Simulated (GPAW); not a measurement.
# S/Ru(0001): work function by functional and basis, part 2 of 2

Wanted: work functions and dipole of S/Ru(0001), with the cost of each level.

GPAW 26.7.0; GPAW, PAW setups; slab in vacuum, relaxation (the session's first sound run).

So far, upper work function (eV): step 2 (relaxation, PBE, GPAW) 4.43; step 5 (self-consistent run: xc = "revPBE") 4.33; step 6 (self-consistent run: xc = "vdW-DF2", GPAW, PAW setups, GPAW) 4.77; step 7 (self-consistent run: xc = "RPBE") 4.32; step 8 (self-consistent run: xc = "LDA") 4.69.

## Step 9: Real-space grid: mode = "fd"

A real-space grid is a second complete basis, so it checks the plane-wave result.

Input file run.py:

```python
import json
import numpy as np
from ase import Atoms
from gpaw import GPAW

slab = Atoms(
    ['Ru', 'Ru', 'Ru', 'Ru', 'S'],
    positions=[
        [2.70000, 1.55885, 8.00000],
        [0.00000, 0.00000, 10.13840],
        [2.70000, 1.55885, 12.26809],
        [0.00000, 0.00000, 14.52194],
        [2.70000, 1.55885, 16.27498]],
    cell=[[2.7, 0.0, 0.0], [1.35, 2.33827, 0.0], [0.0, 0.0, 24.54026]],
    pbc=[True, True, False])

slab.calc = GPAW(mode='fd', h=0.18, xc='PBE', kpts={'size': (13, 13, 1), 'gamma': True},
                 occupations={'name': 'fermi-dirac', 'width': 0.1}, nbands='160%',
                 convergence={'density': 1e-05}, maxiter=200,
                 poissonsolver={'dipolelayer': 'xy'},
                 symmetry={'tolerance': 1e-3}, txt='slab.txt')
result = {}
energy = slab.get_potential_energy()
fermi = slab.calc.get_fermi_level()
v = slab.calc.get_electrostatic_potential().mean((0, 1)) - fermi
n = slab.calc.get_pseudo_density().mean((0, 1))
L = slab.cell[2, 2]
z = np.arange(len(v)) * L / len(v)
low, high = slab.positions[:, 2].min(), slab.positions[:, 2].max()
below, above = np.interp([low - 5.8, high + 5.8], z, v)
slopes = [np.interp(x, z, np.gradient(v, z)) for x in (low - 5.8, high + 5.8)]
eps = np.array([[slab.calc.get_eigenvalues(k, s) for k in range(len(slab.calc.get_ibz_k_points()))]
                for s in range(slab.calc.get_number_of_spins())]) - fermi
top, bottom = eps[eps < 0].max(), eps[eps > 0].min()
dipole = slab.get_dipole_moment()[2]
print(f'energy {energy:.4f} eV, Fermi level {fermi:.4f} eV, dipole {dipole:.5f} e A')
print(f'potential 5.8 A off the faces, from the Fermi level: lower {below:.4f} eV, upper {above:.4f} eV')
print(f'slope of the potential there: lower {slopes[0]:.5f}, upper {slopes[1]:.5f} eV/A')
print(f'nearest levels on the mesh: {top:.4f} and {bottom:.4f} eV')
print('magnetic moment', round(slab.get_magnetic_moment(), 3))
result.update(energy=energy, fermi=fermi, dipole=dipole, below=below, above=above, slopes=slopes, edges=[top, bottom],
              z=z.tolist(), v=v.tolist(), n=n.tolist(), positions=slab.positions.tolist(),
              forces=slab.get_forces(apply_constraint=False).tolist(), moments=slab.get_magnetic_moments().tolist())
json.dump(result, open('result.json', 'w'))
```

Launch:

```
> OMP_NUM_THREADS=1 OPENBLAS_NUM_THREADS=1 python run.py
```

The program printed:

```text
energy -40.6391 eV, Fermi level -4.7603 eV, dipole 0.02330 e A
potential 5.8 A off the faces, from the Fermi level: lower 5.0948 eV, upper 4.4258 eV
slope of the potential there: lower -0.00006, upper 0.00000 eV/A
nearest levels on the mesh: -0.0185 and 0.0275 eV
magnetic moment 0.0
```

It took 6.3 min on 1 thread of Arm Neoverse V2, shared host; peak memory 0.68 GiB.

This step gave:

| Item | Value |
| --- | --- |
| dipole along the normal | 0.02330 e·Å |
| levels nearest the Fermi level on the mesh | -0.01847, 0.02753 eV from the Fermi level |
| upper work function | 4.426 eV |
| lower work function | 5.095 eV |

The upper face's work function is 4.426 eV, against 4.429 eV in the first plane-wave PBE run at this geometry.

## Step 10: Atomic orbitals: mode = "lcao"

Atom-centred orbitals end a few angstrom from the surface, which tests how much the density's tail matters.

Changes to run.py since step 9:

```diff
@@ -16,4 +16,4 @@
 
-slab.calc = GPAW(mode='fd', h=0.18, xc='PBE', kpts={'size': (13, 13, 1), 'gamma': True},
-                 occupations={'name': 'fermi-dirac', 'width': 0.1}, nbands='160%',
+slab.calc = GPAW(mode='lcao', basis='dzp', h=0.18, xc='PBE', kpts={'size': (13, 13, 1), 'gamma': True},
+                 occupations={'name': 'fermi-dirac', 'width': 0.1}, nbands='120%',
                  convergence={'density': 1e-05}, maxiter=200,
```

The program printed:

```text
energy -38.2347 eV, Fermi level -4.7758 eV, dipole 0.02344 e A
potential 5.8 A off the faces, from the Fermi level: lower 5.1124 eV, upper 4.4392 eV
slope of the potential there: lower -0.00003, upper -0.00000 eV/A
nearest levels on the mesh: -0.0135 and 0.0246 eV
magnetic moment 0.0
```

Run time: 17 min. Hardware: 1 thread; peak memory 0.35 GiB.

Numbers from this step:

```yaml
dipole_along_the_normal: 0.02344 e·Å
levels_nearest_the_fermi_level_on_the_mesh: -0.01347, 0.02459 eV from the Fermi level
upper_work_function: 4.439 eV
lower_work_function: 5.112 eV
```

Table of electrostatic potential energy of an electron (without an applied field's), less the Fermi level, planar mean by z:

```csv
z (Å),"electrostatic potential energy of an electron (without an applied field's), less the Fermi level, planar mean (eV)"
0.0,4.78
0.5,5.11
1.0,5.11
1.5,5.11
2.0,5.11
2.5,5.11
3.0,5.11
3.5,5.11
4.0,5.11
4.5,5.10
5.0,5.08
5.5,5.00
6.0,4.72
6.5,3.72
7.0,0.0517
7.5,-12.8
8.0,-28.0
8.5,-13.1
9.0,-2.04
9.5,-8.55
10.0,-26.8
10.5,-19.1
11.0,-3.50
11.5,-5.15
12.0,-22.7
12.5,-23.8
13.0,-5.61
13.5,-1.30
14.0,-12.5
14.5,-28.6
15.0,-15.5
15.5,-6.21
16.0,-20.3
16.5,-22.1
17.0,-2.57
17.5,3.04
18.0,4.17
18.5,4.39
19.0,4.43
19.5,4.44
20.0,4.44
20.5,4.44
21.0,4.44
21.5,4.44
22.0,4.44
22.5,4.44
23.0,4.44
23.5,4.44
24.0,4.44
```

The upper face's work function is 4.439 eV, against 4.429 eV in the first plane-wave PBE run at this geometry.

## Step 11: All levels side by side

Times are for 1 thread of Arm Neoverse V2, shared host. The series side by side:

```csv
no.,run,upper work function (eV),lower work function (eV),time,memory (GiB)
1,pw,4.429,5.096,1.9 min,0.23
2,optPBE vdW,4.655,5.271,1.9 min,0.36
3,revPBE,4.326,4.952,1.8 min,0.23
4,vdW DF2,4.768,5.389,2.1 min,0.36
5,RPBE,4.323,4.928,1.9 min,0.23
6,LDA,4.694,5.453,1.7 min,0.23
7,fd,4.426,5.095,6.3 min,0.68
8,lcao,4.439,5.112,17 min,0.35
```

## Step 12: Side by side

Results and costs are gathered.

This step: comparison of work functions, dipole and cost (GPAW 26.7.0).

Ladder, by row:

```csv
step,code,"work function, upper (eV)","work function, lower (eV)",dipole (e Å),wall time (s),peak memory (GiB),threads
pw,GPAW,4.429,5.096,0.02334,112,0.23,1
optPBE-vdW,GPAW,4.655,5.271,0.0216,114.2,0.36,1
revPBE,GPAW,4.326,4.952,0.02193,109.5,0.23,1
vdW-DF2,GPAW,4.768,5.388,0.02173,125.9,0.36,1
RPBE,GPAW,4.323,4.928,0.02117,115.3,0.23,1
LDA,GPAW,4.694,5.453,0.02656,103.5,0.23,1
fd,GPAW,4.426,5.095,0.0233,378.4,0.68,1
lcao,GPAW,4.439,5.112,0.02344,1012,0.35,1
```

## Step 13: Summary of results

* work function, upper and lower face: 4.429 and 5.096 eV
* dipole along the normal: 0.0233 e Å

**Reading.** With plane waves and PBE the work function is 4.43 eV on the upper face and 5.10 eV on the lower. The two faces differ by 0.67 eV, the step that the slab's dipole makes (e p/(ε0 A) gives 0.67 eV), so the dipole layer is needed. Over the sound runs of the table the upper face's work function spans 4.323 (RPBE) to 4.768 eV (vdW-DF2). The cell of 6.31 Å² holds one S, started on one chosen site; other sites and coverages weren't tried. The in-plane lattice was kept as typed, which isn't the functional's own and leaves some strain; spin-orbit coupling and temperature are left out.

[Logs are printed without paths, hosts, clocks, repeated set-up lines and the standing remarks that a program may print on its own settings, such as how far it seeks lower states.]

[Hosts, paths, dates, database ids (printed as entryN), source tags and the programs' standing remarks are cut or masked in the printed files.]
